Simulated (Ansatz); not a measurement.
# Direct or indirect: CsPbCl3 (Pm-3m)

Space group Pm-3m (No. 221). a = 5.605 Å, b = 5.605 Å, c = 5.605 Å, α = 90.00°, β = 90.00°, γ = 90.00°
```csv
atom,site,symmetry,x,y,z
Pb,1b,m-3m,0.5000,0.5000,0.5000
Cs,1a,m-3m,0.0000,0.0000,0.0000
Cl,3c,4/mm.m,0.5000,0.0000,0.5000
```

Method: Ansatz, PBE, independent particles, without spin-orbit coupling, line width 0.15 eV (Gaussian). The band structure gives a fundamental gap of 1.93 eV. The spectrum of vertical transitions near the edge:

```csv
E (eV),"Im ε, E ∥ xyz"
1.44,0.00
1.56,0.00
1.68,0.00
1.80,0.03
1.92,0.17
2.04,0.41
2.16,0.62
2.28,0.78
2.40,0.93
2.52,1.07
2.64,1.22
2.76,1.39
2.88,1.59
3.00,1.84
3.12,2.18
3.24,2.67
```

(1) Is the gap direct or indirect, and about where do vertical transitions set in?

Results:

(1) Direct: the band path has its least direct gap at the fundamental one, 1.93 eV, and the curves rise from there. Lines are broadened by 0.15 eV, which spreads the edge.

[Logs are printed without paths, hosts, clocks, repeated set-up lines and the standing remarks that a program may print on its own settings, such as how far it seeks lower states.]
